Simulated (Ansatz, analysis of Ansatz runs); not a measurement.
# Can an added hole hop between O atoms in Na2MoO4 (Fd-3m)?, part 2 of 2

Question: does an added hole stay on the O atom where it is started in Na2MoO4 (Fd-3m), and if so, how high is the barrier for a hop to another O site nearby? Model: a cell of 56 host atoms.

Ansatz 0.2.0; plane-wave PAW DFT, PBEsol+U; relaxation of all atoms of a supercell at fixed charge in a uniform background; PAW set soft_1.

So far. Step 2 (The cell without the carrier): The largest displacement from an ideal site is 0.012 Å. Step 3 (The hole on the first site): The largest changes of the moments are 0.78 μB on O30, 0.05 μB on O36 and 0.04 μB on O39. The largest part sits on the chosen site.

## 4. The hole on the second site

The same start is made on the second site, to get the end of the hop.

Input file B.relax/input.yaml:

```yaml
crystal:
  lattice:
    - [9.08595436, 0.0, 0.0]
    - [0.0, 9.08595436, 0.0]
    - [0.0, 0.0, 9.08595436]
  atoms:
    - { symbol: Na, position: [0.124783, 0.125243, 0.124439] }
    - { symbol: Na, position: [0.125133, 0.624709, 0.624759] }
[... 17 atom lines left out ...]
    - { symbol: Mo, position: [0.512718, 0.512592, 0.512241] }
[... 9 atom lines left out ...]
    - { symbol: O, position: [0.387897, 0.61209, 0.611747] }
[... 5 atom lines left out ...]
    - { symbol: O, position: [0.612273, 0.612113, 0.38752] }
[... 2 atom lines left out ...]
    - { symbol: O, position: [0.612172, 0.387767, 0.611756] }
[... 9 atom lines left out ...]
    - { symbol: O, position: [0.387918, 0.387839, 0.387387], spin: 1.0 }
[... 6 atom lines left out ...]
    - { symbol: O, position: [0.862087, 0.63791, 0.637578] }
total_charge: 1
basis:
  ecutwfc: 420
  xc_grid: 2
hamiltonian:
  xc: pbesol
  hubbard:
    sites: [{ species: O, l: p, u_eff: 6.0 }]
    projectors: ortho-atomic
  pseudopotentials: { kind: paw, azcp: { folder: soft_1 }, xc_functional: pbe }
kpoints:
  mp_grid: { grid: [1, 1, 1] }
magnetization:
  spin_polarized: true
  initial_magnetization: 1
  spin_locking: { lock_magnetization: hard }
scf:
  occupations: { method: fermi_dirac, width: 0.01 }
  max_iter: 120
  lower_state_search: "off"
output:
  forces: true
relax:
  f_tol: 0.015
  max_steps: 70
  escape_saddle: false
checkpoint:
  write: "../B.relax.run"
  compress: false
  write_wavefunctions: true
  write_every: 100000
```

Started as:

```sh
> ansatz run input.yaml --threads 8 --pin off --max-ram 18841MiB --backend cpu --events-out ev --progress --plain --runs-dir out
```

Numbers of over 12 decimals in the logs are rounded to 6 here.

What it wrote:

```text
[...]
Crystal: 56 atoms, lattice volume = 750.087 Å³
Basis set: ecut = 420 eV, 14771 PW (Γ), exchange–correlation on 128×128×128 points (8 copies of the dense FFT grid, shifted against one another)
Bands: 280, of which v1, the nominal top of the filled ones, is band 224 counted from 1 (223 counted from 0)
Symmetry: 1 space group operations
[...]
k-points: 1
[...]
Starting moments: Σ|m| = 1 μB on 1 of 56 sites
[...]
SCF iter   1: F=—  HF=-80739.381819 eV  |F-HF|=—  |Δ(HF+E_count)|=         —  Δρ=6.70e-2 (↑6.70e-2 ↓6.70e-2)  dr2=2.26e2  dr2_m=8.07e-2  M=1.000 μB ∫|m|=1.159 μB  β_m=0.30  ethr=3.10e-3  ⟨swp⟩=6.0  Hψ=2033  notcnv=0
[...]
Occupation matrices written to <dir>
--- Relaxed structure (5 steps of the walk, 5 accepted, 0 SCFs on fresh bases) ---
  F+E_penalty+E_count = -80695.91239502 eV   max|allowed force component| = 1.411e-2 eV/Å
  atoms:
    - { symbol: Na, position: [0.122937, 0.123098, 0.122583] }
    - { symbol: Na, position: [0.119956, 0.628654, 0.628131] }
[...]
- { symbol: Na, position: [0.110234, 0.371120, 0.370388] }
[...]
- { symbol: Mo, position: [0.505382, 0.508816, 0.508814] }
    - { symbol: Mo, position: [0.252376, 0.253276, 0.743744] }
[...]
- { symbol: O, position: [0.394469, 0.617909, 0.617732] }
[...]
- { symbol: O, position: [0.612920, 0.615485, 0.394033] }
[...]
- { symbol: O, position: [0.613246, 0.394477, 0.615598] }
    [... 2 atoms left out ...]
    - { symbol: O, position: [0.141564, 0.632719, 0.366811] }
    [... 2 atoms left out ...]
    - { symbol: O, position: [0.141775, 0.367353, 0.631944] }
    [... 3 atoms left out ...]
    - { symbol: O, position: [0.381485, 0.385077, 0.384996] }
    [... 7 atoms left out ...]
[key lines of the parts left out:]
SCF converged after 13 iterations
Magnetization: 1.0000 μB (224.0000 up, 223.0000 down)
Free energy (F): -80695.912395 eV
Fermi energy:    3.699528 (↑ 4.444938, ↓ 3.696439) eV
```

Elapsed: 32 s, on 8 threads of Arm Neoverse V2, shared host; peak memory 1.5 GiB.

Distances from O49 without and with the hole:

```
atom  without (Å)  with (Å)
Mo20         1.76      1.95
 Na5         2.39      2.47
Na13         2.39      2.52
 Na9         2.40      2.53
```

The largest changes of the moments are 0.78 μB on O49, 0.05 μB on O36 and 0.04 μB on O39. The largest part sits on the chosen site.

## 5. Points on the line between the two structures

All atoms move on the straight line between the two relaxed structures, 3.06 amu^1/2 Å long in mass-weighted terms. Each point starts from the state of the point before, once from either end, so that both localised states can be followed; the midpoint is also started with the carrier shared.

Input file A.x0500/input.yaml:

```yaml
crystal:
  lattice:
    - [9.08595436, 0.0, 0.0]
    - [0.0, 9.08595436, 0.0]
    - [0.0, 0.0, 9.08595436]
  atoms:
    - { symbol: Na, position: [0.124113, 0.123791, 0.123245] }
    - { symbol: Na, position: [0.115084, 0.628692, 0.628061] }
[... 17 atom lines left out ...]
    - { symbol: Mo, position: [0.505385, 0.499555, 0.499569] }
[... 9 atom lines left out ...]
    - { symbol: O, position: [0.387976, 0.616013, 0.615893], spin: 1.0 }
[... 5 atom lines left out ...]
    - { symbol: O, position: [0.612916, 0.610288, 0.388844] }
[... 2 atom lines left out ...]
    - { symbol: O, position: [0.613255, 0.388992, 0.610123] }
[... 5 atom lines left out ...]
    - { symbol: O, position: [0.141782, 0.367269, 0.63185] }
[... 3 atom lines left out ...]
    - { symbol: O, position: [0.387981, 0.383228, 0.383113] }
[... 6 atom lines left out ...]
    - { symbol: O, position: [0.857734, 0.635758, 0.63525] }
total_charge: 1
basis:
  ecutwfc: 420
  xc_grid: 2
hamiltonian:
  xc: pbesol
  hubbard:
    sites: [{ species: O, l: p, u_eff: 6.0 }]
    projectors: ortho-atomic
  pseudopotentials: { kind: paw, azcp: { folder: soft_1 }, xc_functional: pbe }
kpoints:
  mp_grid: { grid: [1, 1, 1] }
magnetization:
  spin_polarized: true
  initial_magnetization: 1
  spin_locking: { lock_magnetization: hard }
scf:
  occupations: { method: fermi_dirac, width: 0.01 }
  max_iter: 120
  lower_state_search: "off"
output:
  forces: true
  eigenvalues: true
  eigenstates: { localisation: true }
  write_density: true
  write_potential: true
  volumetric_format: npy
checkpoint:
  read: "../A.x0375.run"
  write: "../A.x0500.run"
  compress: false
  write_wavefunctions: true
  write_every: 100000
```

What it wrote:

```text
[...]
Warning: checkpoint.read: the run can stay near the saved state's solution: 56 site(s) moved relative to the saved geometry (max |Δs| = 2.202e-3 fractional); [...]
[...]
Crystal: 56 atoms, lattice volume = 750.087 Å³
Basis set: ecut = 420 eV, 14771 PW (Γ), exchange–correlation on 128×128×128 points (8 copies of the dense FFT grid, shifted against one another)
Bands: 280, of which v1, the nominal top of the filled ones, is band 224 counted from 1 (223 counted from 0)
Symmetry: 1 space group operations
[...]
k-points: 1
[...]
Starting moments: Σ|m| = 1 μB on 1 of 56 sites; this step starts from the density that it was given
[...]
SCF iter   1: F=—  HF=-80695.590540 eV  |F-HF|=—  |Δ(HF+E_count)|=         —  Δρ=2.25e-3 (↑9.50e-4 ↓2.25e-3)  dr2=3.43e-2  dr2_m=7.65e-3  M=1.000 μB ∫|m|=1.631 μB  β_m=0.30  ethr=7.84e-6  ⟨swp⟩=5.0  Hψ=3232  notcnv=0
[...]
spin=Collinear: Resta preconditioning applied to the charge; magnetization (m = ρ↑ − ρ↓) channel mixes plain (no charge-response kernel on spin).
SCF iter   2: F=—  HF=-80695.592901 eV  |F-HF|=—  |Δ(HF+E_count)|=   2.36e-3  Δρ=1.52e-3 (↑7.56e-4 ↓1.52e-3)  dr2=9.75e-3  dr2_m=5.06e-3  M=1.000 μB ∫|m|=1.638 μB  β_m=0.54  ethr=7.68e-6  ⟨swp⟩=3.5  Hψ=986  notcnv=0
[...]
SCF iter  21: F=-80695.649003 eV  HF=-80695.649003 eV  |F-HF|=2.15e-9  |Δ(HF+E_count)|=   1.38e-8  Δρ=1.43e-6 (↑4.72e-7 ↓1.43e-6)  dr2=1.34e-8  dr2_m=3.68e-9  M=1.000 μB ∫|m|=1.860 μB  ethr=1.09e-11  ⟨swp⟩=5.0  Hψ=2912  notcnv=0
SCF 1 converged in 21 iterations: F = -80695.649003 eV  dr2 = 1.34e-8
[...]
SCF converged after 21 iterations
[...]
Magnetization: 1.0000 μB (224.0000 up, 223.0000 down)
Absolute magnetization: 1.8614 μB (∫|ρ↑−ρ↓|, with the PAW one-centre terms)
[...]
Per-site moments (μB) at R_I (Å): [(2.9744114095742596e-7, 0.987654), (0.00158778, 0.965276), (-8.058138155908398e-5, 0.972473), [... 53 left out ...]
Free energy (F): -80695.649003 eV
[...]
Internal energy: -80695.649003 eV  (E = F + TS)
E sigma→0 (E₀):  -80695.649003 eV
Fermi energy:    3.646879 (↑ 4.437949, ↓ 3.646879) eV
[...]
--- Forces (eV/Å), atoms counted from 1 ---
  atom   1  Na     0.00421947    -0.00870187    -0.00870165
  atom   2  Na    -0.12364446     0.02973381     0.03192285
  [... 2 atoms left out ...]
  atom   5  Na    -0.12373613    -0.03192760    -0.02955690
  [... 14 atoms left out ...]
  atom  20  Mo     0.73455925     0.01406520    -0.01581507
  atom  21  Mo     0.20758722    -0.03805214     0.03709993
  [... 8 atoms left out ...]
  atom  30  O     -0.12771925    -0.28703227    -0.28735266
  [... 5 atoms left out ...]
  atom  36  O     -0.04208793    -0.00241682     0.00210098
  [... 2 atoms left out ...]
  atom  39  O     -0.04214085    -0.00362814     0.00408726
  [... 2 atoms left out ...]
  atom  42  O     -0.04732188    -0.13349808     0.13353416
  [... 2 atoms left out ...]
  atom  45  O     -0.04976707     0.12546132    -0.12556204
  [... 3 atoms left out ...]
  atom  49  O     -0.12698157     0.28831375     0.28749230
  [... 7 atoms left out ...]
  max |Σ_I F_I| component: 2.65e-4 eV/Å
--- Band table (eV) ---
[...]
Occupation matrices written to <dir>
```

Wall time 16 s (8 threads); peak memory 1.5 GiB; 1.9 min of CPU time.

In the SCF lines HF is the Harris–Foulkes energy and dr2 the Hartree energy of the density residual, in eV; the loop may stop once dr2 is under the threshold and the program's other checks hold. Hψ counts applications of the Hamiltonian.

From eigenstates.tsv, first k-point; energies on the run's zero. The participation number counts the atoms that a state is spread over, of 56; bands count from 0.

```
spin  band  energy (eV)  occupation  participation  largest share on  share
down   217        2.523        1.00           28.0               O38   0.05
down   218        2.523        1.00           22.6               O35   0.07
down   219        2.532        1.00           21.6               O46   0.08
down   220        2.535        1.00           18.4               O28   0.10
down   221        2.538        1.00           17.6               O33   0.09
down   222        2.702        1.00           13.1               O30   0.14
down   223        4.592        0.00            2.5               O30   0.45
down   224        6.489        0.00            2.7              Mo20   0.58
down   225        7.215        0.00            5.3              Mo20   0.39
down   226        7.450        0.00           16.5              Mo19   0.13
down   227        7.479        0.00           17.4              Mo17   0.13
  up   218        2.517        1.00           27.5               O32   0.05
  up   219        2.518        1.00           18.6               O29   0.11
  up   220        2.520        1.00           22.5               O40   0.07
  up   221        2.533        1.00           22.3               O46   0.08
  up   222        2.535        1.00           18.3               O28   0.10
  up   223        2.536        1.00           17.7               O33   0.09
  up   224        6.329        0.00            2.4              Mo20   0.63
  up   225        6.559        0.00            2.6              Mo20   0.59
  up   226        7.442        0.00           16.6              Mo23   0.10
  up   227        7.448        0.00           16.6              Mo19   0.13
  up   228        7.568        0.00            8.0              Mo23   0.23
```

Under PBEsol+U (6 eV) at the zone centre alone, the highest filled state is spin down, spread over 13 of 56 atoms, and the lowest empty one, 1.89 eV above it, is spin down, spread over 2 of 56 atoms.

The largest moments in the atoms' spheres: O30 0.56, O49 0.56, Mo20 -0.13, O39 -0.03, O36 -0.03, O48 0.00 μB.

Spin density in the bc plane at fractional x = 0.387, through the centre, with atoms of Na and O within 0.45 Å of it.

Ten even steps from '0' (-0.79 × 1e-1 e/Å³) to '9' (7.22 × 1e-1 e/Å³), each cell a mean:
```
0000000000000000000000000
0000000000000000000000000
0000000000000000000000000
0000000000000000000000000
0000000000000000000000000
0000000000000000000000000
0000000000000001111000000
0000000000000012211000000
0000000000000128511000000
0000000000000138410000000
0000000000000012100000000
0000000000000000000000000
0000000001100000000000000
0000000013410000000000000
0000000129810000000000000
0000001124210000000000000
0000000111100000000000000
0000000011000000000000000
0000000000000000000000000
0000000000000000000000000
0000000000000000000000000
0000000000000000000000000
0000000000000000000000000
0000000000000000000000000
```
Columns run along b (9.1 Å), rows up along c (9.1 Å). Atoms in or near the plane, at fractional coordinates: Na at (0.37, 0.11), Na at (0.89, 0.63), Na at (0.11, 0.37), Na at (0.63, 0.89), O at (0.37, 0.85), O at (0.85, 0.37), O at (0.11, 0.11), O at (0.62, 0.62), O at (0.38, 0.38), O at (0.89, 0.89), O at (0.15, 0.63), O at (0.63, 0.15).

Electrostatic potential energy in the bc plane at fractional x = 0.387, through the centre, with atoms of Na and O within 0.45 Å of it. With pseudopotentials it is smooth inside the atoms' cores, unlike the true potential.

Ten even steps from '0' (-50 eV) to '9' (11 eV), each cell a mean:
```
7889999999999987789998777
8899999987899951159984347
9999999843489830038973137
9999999832389962169985359
9999998864699987789999899
9999988899999999999999999
9998888899999999999998789
9974479999999975699983148
9952269999999831279960007
9963479999988831379972028
9998899999888865699997679
9999999999887789999999999
9988999998887789999999999
9743799963368889999975699
9400389941159999999842379
9500489963379999999842489
9855799998899999998876799
9999999999999999998899999
9999999998999997788899999
9866899864689973369999999
9622599710179963259999999
8522599710179985589999999
8755899853589999999999988
7789999998999999999999987
```
Columns run along b (9.1 Å; values clipped at the 3rd and 97th percentile), rows up along c (9.1 Å). Atoms in or near the plane, at fractional coordinates: Na at (0.37, 0.11), Na at (0.89, 0.63), Na at (0.11, 0.37), Na at (0.63, 0.89), O at (0.37, 0.85), O at (0.85, 0.37), O at (0.11, 0.11), O at (0.62, 0.62), O at (0.38, 0.38), O at (0.89, 0.89), O at (0.15, 0.63), O at (0.63, 0.15).

Valence density in the bc plane at fractional x = 0.387, through the centre, with atoms of Na and O within 0.45 Å of it. It is the smooth field of the valence electrons, not physical close to the nuclei.

Ten steps, logarithmic in the rise over the least value, from '0' (0 e/Å³) to '9' (17 e/Å³), each cell a mean:
```
2110000011100012310023443
2100000234320148851136764
1000001367631169961147874
1000001467631147741135653
0000001356520012210013331
0001111223210000000001110
0123321111000022210001210
0246642100000245531026761
1257752000001367741038983
0256642000001367741027872
0123321000012345531002320
0011100001122222210000000
0011000123332110000112210
0366300256642100000245421
1599610368752000001367641
1589610257642000001367641
0255200124320000001245420
0011000001100011211122110
0122100001000124432110000
1355310145410246652100000
2577521379730257752000000
3577521389830145541000001
2455410146410012210000011
2232100011100001100001122
```
Columns run along b (9.1 Å), rows up along c (9.1 Å). Atoms in or near the plane, at fractional coordinates: Na at (0.37, 0.11), Na at (0.89, 0.63), Na at (0.11, 0.37), Na at (0.63, 0.89), O at (0.37, 0.85), O at (0.85, 0.37), O at (0.11, 0.11), O at (0.62, 0.62), O at (0.38, 0.38), O at (0.89, 0.89), O at (0.15, 0.63), O at (0.63, 0.15).

Free energies from the first end:

```
started from  fraction  energy (eV)  moment change on O30 (μB)  on O49 (μB)
  first site         0        0.000                       0.78        -0.01
  first site     0.125        0.028                       0.77        -0.01
  first site      0.25        0.112                       0.75        -0.01
  first site     0.375        0.215                       0.70         0.30
  first site       0.5        0.263                       0.56         0.56
  first site     0.625        0.215                       0.30         0.70
 second site     0.875        0.028                      -0.01         0.77
 second site      0.75        0.112                      -0.01         0.75
 second site     0.625        0.215                       0.30         0.70
 second site       0.5        0.263                       0.56         0.56
 second site     0.375        0.215                       0.70         0.30
      shared       0.5        0.263                       0.56         0.56
 second site         1        0.000                      -0.01         0.78
```

## 6. What came out

```yaml
barrier_forward: 0.26 eV
barrier_backward: 0.26 eV
distance_of_the_two_sites_without_the_carrier: 2.88 Å
carrier_at_the_midpoint: shared
```

In words: On this line the hole must cross 0.26 eV to hop 2.88 Å; both ends have the same energy within 0.005 eV. At the midpoint the lowest state found shares the carrier between both sites, and no finished start kept it on one. That fits an adiabatic hop but does not prove it, since self-interaction left by this U favours sharing too. With an assumed attempt frequency of 1e13 per second the rate at 300 K would be 4e+08 per second for this barrier, if every crossing succeeded. A straight line need not be the lowest path, so the true barrier at this U can be lower, or higher if the ends can still break their symmetry. No run compares the localised hole with one spread in the band, so its binding is unknown and the barrier may exceed it. The program's search for lower electronic states was switched off in all runs, so that each state is followed; none is shown to be the lowest at its structure. No image-charge correction is applied; it nearly cancels along the line while the charge stays localised. Limits: sampling at the zone centre alone can move energies of charged and open-shell states by tenths of an eV or more in cells of this size; gap and trapping depend on the U chosen (O p 6.0 eV).

[Logs are printed without paths, hosts, clocks, repeated set-up lines and the standing remarks that a program may print on its own settings, such as how far it seeks lower states.]

[Hosts, paths, dates, database ids (printed as entryN), source tags and the programs' standing remarks are cut or masked in the printed files.]
